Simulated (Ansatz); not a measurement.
# KSrBr3 (built on the sites of a database entry of CsPbBr3): relaxing the cell for a phonon run

Aim: bring KSrBr3 (built on the sites of a database entry of CsPbBr3) to small forces and stress, as phonons need.

Method: DFT PBEsol, scalar-relativistic, plane waves, PseudoDojo norm-conserving pseudopotentials, in Ansatz 0.2.0.

This is a report of a sequence of runs, with most program output left out.

The structure was built from a prototype and need not be the compound's stable phase.

## (1) The starting structure

Symmetry: Pm-3m, No. 221, cubic system. Conventional cell: a = 5.739 Å, b = 5.739 Å, c = 5.739 Å, α = 90.00°, β = 90.00°, γ = 90.00°. Nearest to K lie 12 Br at 4.06 Å. Nearest to Sr lie 6 Br at 2.87 Å. Nearest to Br lie 2 Sr at 2.87 Å and 4 K at 4.06 Å. Farther neighbours and most contacts between anions are not listed.

## (2) Probe on a coarse mesh

First a cheap look: the gap decides the mesh and the occupations, the pressure tells how far the cell has to move.

input.yaml

```yaml
crystal:
  lattice:
    - [5.73853, 0.0, 0.0]
    - [0.0, 5.73853, 0.0]
    - [0.0, 0.0, 5.73853]
  atoms:
    - { symbol: K, position: [0.0, 0.0, 0.0] }
    - { symbol: Sr, position: [0.5, 0.5, 0.5] }
    - { symbol: Br, position: [0.0, 0.5, 0.5] }
    - { symbol: Br, position: [0.5, 0.0, 0.5] }
    - { symbol: Br, position: [0.5, 0.5, 0.0] }
kpoints:
  mp_grid: { grid: [4, 4, 4] }
hamiltonian:
  xc: pbesol
  pseudopotentials: { kind: nc, accuracy: standard }
scf:
  occupations: { method: gaussian, width: 0.1 }
output:
  forces: true
  stress: true
  eigenvalues: true
```

Started as:

```bash
$ ansatz run input.yaml --threads 8 --pin off --max-ram 14336MiB --backend cpu --events-out ev --progress --plain --runs-dir out
```

The job ended after 2.8 s (8 threads of Arm Neoverse N1, shared host; peak memory 1.1 GiB; 20 s of CPU time).

Numbers from this step:

| Property | Result |
| --- | --- |
| pressure | 1.547 GPa |
| gap on the k-mesh | 3.798 eV |
| volume per atom | 37.79 Å³ |
| direct gap on mesh | 4.023 eV |

The coarse mesh shows a gap of 3.80 eV and a pressure of 1.5 GPa.

## (3) Relaxation

Harmonic phonons are second derivatives at a point where the forces vanish, and they are wanted at zero stress, so atoms and cell are relaxed first.

input.yaml: that of step 2 with these lines changed.

```diff
@@ -17,3 +17,3 @@
 scf:
-  occupations: { method: gaussian, width: 0.1 }
+  occupations: { method: gaussian, width: 0.02 }
 output:
@@ -22 +22,6 @@
   eigenvalues: true
+relax:
+  adjacent_minimum: "off"
+  f_tol: 0.005
+  max_steps: 80
+  cell: { stress_tol: 0.05 }
```

Wall time 15 s (8 threads); peak memory 1.3 GiB; 1.8 min of CPU time.

The steps of the relaxation:

```tsv
step	energy less that of the first step (eV)	largest force component (eV/Å)	pressure (GPa)	volume (Å³)
1	0.0000	0.0000	1.55	188.97
2	-0.0509	0.0000	0.60	196.71
3	-0.0615	0.0000	0.07	201.94
4	-0.0616	0.0000	0.00	202.61
5*	-0.0619	0.0000	0.01	202.61
```

Relaxation steps marked * repeat the geometry before them on a plane-wave basis chosen anew for their cell, so energy and pressure can jump there.

The run keeps the 48 symmetry operations that it works with, so distortions that break them were not tested.

```tsv
conventional cell, symmetrised	before	after	change
a (Å)	5.739	5.873	+2.3 %
b (Å)	5.739	5.873	+2.3 %
c (Å)	5.739	5.873	+2.3 %
volume (Å³/atom)	37.79	40.52	+7.2 %
```

Final coordinates:

```xyz
5
Lattice="5.8733 0.0000 0.0000 0.0000 5.8733 0.0000 0.0000 0.0000 5.8733" Properties=species:S:1:pos:R:3 pbc="T T T"
K     0.0000    0.0000    0.0000
Sr    2.9367    2.9367    2.9367
Br    0.0000    2.9367    2.9367
Br    2.9367    0.0000    2.9367
Br    2.9367    2.9367    0.0000
```

This step gave:

- pressure: 0.005721 GPa
- gap on the k-mesh: 3.725 eV
- volume per atom: 40.52 Å³
- direct gap on mesh: 3.972 eV

In this step the volume went from 37.79 to 40.52 Å³/atom.

## (4) Tight relaxation

Phonons need a cell at rest on their own settings, so the relaxation is repeated with tight tolerances on forces and stress, using the mesh and the filling of the phonon run that follows.

input.yaml

```yaml
crystal:
  lattice:
    - [5.8733190708, 0.0, 0.0]
    - [0.0, 5.8733190708, 0.0]
    - [0.0, 0.0, 5.8733190708]
  atoms:
    - { symbol: K, position: [0.0, 0.0, 0.0] }
    - { symbol: Sr, position: [0.5, 0.5, 0.5] }
    - { symbol: Br, position: [0.0, 0.5, 0.5] }
    - { symbol: Br, position: [0.5, 0.0, 0.5] }
    - { symbol: Br, position: [0.5, 0.5, 0.0] }
kpoints:
  mp_grid: { grid: [4, 4, 4] }
hamiltonian:
  xc: pbesol
  pseudopotentials: { kind: nc, accuracy: standard }
scf:
  occupations: { method: fixed }
output:
  forces: true
  stress: true
  eigenvalues: true
  write_density: true
  write_potential: true
  elf: true
  volumetric_format: npy
relax:
  adjacent_minimum: "off"
  f_tol: 0.001
  max_steps: 60
  cell: { stress_tol: 0.01 }
```

Elapsed: 8.4 s, on 8 threads; peak memory 1.3 GiB; 61 s of CPU time.

Little changed from the start: no atom moved by 0.005 Å and no cell edge by 0.1 %.

Valence density in the ac plane at fractional y = 0.500, with atoms of Sr and Br within 0.2 Å of it. It is the smooth field of the valence electrons, not physical close to the nuclei.

Ten even steps from '_' (0.0 e/Å³) to '@' (2.4 e/Å³), each cell a mean:
```
__________::==--..==--..________
__________..--======::__________
____________..::::....__________
________________..______________
....__________....____________..
--::..______::==++--..____..::--
--==--..__..++@@@@%%--____..====
__----..__::%%++..@@++....::==..
..==--..__::##%%++@@==..__::==--
==--::______--##%%++::____..--==
::..__________::::..________..::
________________________________
______________......____________
____________::------..__________
__________..--==--==::..________
__________::==..__----..________
```
Columns run along a (5.9 Å), rows up along c (5.9 Å). Atoms in or near the plane, at fractional coordinates: Sr at (0.50, 0.50), Br at (0.00, 0.50), Br at (0.50, 0.00).

ELF in the ac plane at fractional y = 0.500, with atoms of Sr and Br within 0.2 Å of it. It is the smooth field of the valence electrons, not physical close to the nuclei.

Values, 16 rows by 16 columns, each cell a mean:
```
0.01 0.01 0.08 0.37 0.70 0.85 0.83 0.37 0.17 0.64 0.86 0.80 0.57 0.20 0.03 0.01
0.03 0.02 0.03 0.19 0.56 0.79 0.86 0.82 0.79 0.85 0.84 0.71 0.38 0.08 0.02 0.03
0.25 0.14 0.05 0.06 0.27 0.60 0.76 0.81 0.82 0.80 0.71 0.45 0.14 0.04 0.08 0.20
0.61 0.50 0.26 0.08 0.07 0.19 0.31 0.37 0.38 0.35 0.27 0.12 0.05 0.14 0.38 0.57
0.81 0.77 0.62 0.28 0.06 0.05 0.13 0.24 0.28 0.19 0.08 0.04 0.12 0.45 0.71 0.80
0.86 0.86 0.81 0.53 0.11 0.16 0.56 0.77 0.80 0.71 0.37 0.08 0.27 0.71 0.84 0.86
0.51 0.78 0.86 0.64 0.17 0.41 0.85 0.79 0.68 0.86 0.71 0.19 0.35 0.80 0.85 0.64
0.03 0.50 0.85 0.67 0.20 0.54 0.86 0.32 0.05 0.68 0.80 0.28 0.38 0.82 0.79 0.17
0.17 0.64 0.86 0.66 0.19 0.49 0.87 0.57 0.32 0.79 0.77 0.24 0.37 0.81 0.82 0.37
0.79 0.86 0.84 0.59 0.14 0.28 0.75 0.87 0.86 0.85 0.56 0.13 0.31 0.76 0.86 0.83
0.86 0.83 0.73 0.41 0.08 0.07 0.28 0.49 0.54 0.41 0.16 0.05 0.19 0.60 0.79 0.85
0.73 0.65 0.43 0.15 0.05 0.08 0.14 0.19 0.20 0.17 0.11 0.06 0.07 0.27 0.56 0.70
0.42 0.29 0.11 0.05 0.15 0.41 0.59 0.66 0.67 0.64 0.53 0.28 0.08 0.06 0.19 0.37
0.10 0.05 0.03 0.11 0.43 0.73 0.84 0.86 0.85 0.86 0.81 0.62 0.26 0.05 0.03 0.08
0.01 0.01 0.05 0.29 0.65 0.83 0.86 0.64 0.50 0.78 0.86 0.77 0.50 0.14 0.02 0.01
0.00 0.01 0.10 0.42 0.73 0.86 0.79 0.17 0.03 0.51 0.86 0.81 0.61 0.25 0.03 0.01
```
Columns run along a (5.9 Å), rows up along c (5.9 Å). Atoms in or near the plane, at fractional coordinates: Sr at (0.50, 0.50), Br at (0.00, 0.50), Br at (0.50, 0.00).

Electrostatic potential energy in the ac plane at fractional y = 0.500, with atoms of Sr and Br within 0.2 Å of it. With pseudopotentials it is smooth inside the atoms' cores, unlike the true potential.

Ten even steps from '_' (-128 eV) to '@' (8 eV), each cell a mean:
```
@@@@@@@@@@@@##::..==%%@@@@@@@@@@
@@@@@@@@@@@@%%##**##@@@@@@@@@@@@
@@@@@@@@@@@@@@@@@@@@@@@@@@@@@@@@
@@@@@@@@@@@@@@@@@@@@@@@@@@@@@@@@
@@@@@@@@@@@@@@@@@@@@@@@@@@@@@@@@
%%%%@@@@@@@@%%####%%@@@@@@@@@@%%
--**%%@@@@@@##--..++%%@@@@@@##==
__--%%@@@@%%++____..##@@@@@@**..
..==%%@@@@%%**____--##@@@@@@##::
**##@@@@@@@@%%**++##%%@@@@@@%%##
@@@@@@@@@@@@@@%%%%@@@@@@@@@@@@@@
@@@@@@@@@@@@@@@@@@@@@@@@@@@@@@@@
@@@@@@@@@@@@@@@@@@@@@@@@@@@@@@@@
@@@@@@@@@@@@@@%%%%%%@@@@@@@@@@@@
@@@@@@@@@@@@##==--**%%@@@@@@@@@@
@@@@@@@@@@@@**..__--%%@@@@@@@@@@
```
Columns run along a (5.9 Å; values clipped at the 3rd and 97th percentile), rows up along c (5.9 Å). Atoms in or near the plane, at fractional coordinates: Sr at (0.50, 0.50), Br at (0.00, 0.50), Br at (0.50, 0.00).

The forces vanish by symmetry and the pressure is 0.006 GPa, within the tolerances set. The cell now holds 40.52 Å³/atom.

## (5) Summary of results

```yaml
space_group_after_relaxation_within_0p01_a: Pm-3m
lattice_constant_a: 5.873 Å
lattice_constant_b: 5.873 Å
lattice_constant_c: 5.873 Å
volume_per_atom: 40.5 Å³
gap_on_the_k_mesh: 3.73 eV
```

The forces vanish by symmetry and the pressure is 0.006 GPa, within the tolerances set. The cell now holds 40.52 Å³/atom. The relaxation keeps the symmetry of its start, so it says nothing on stability against lower symmetry. The starting cell was built on a prototype and not taken from a measurement, so the phase need not exist.

[Logs are printed without paths, hosts, clocks, repeated set-up lines and the standing remarks that a program may print on its own settings, such as how far it seeks lower states.]

[Hosts, paths, dates, database ids (printed as entryN), source tags and the programs' standing remarks are cut or masked in the printed files.]
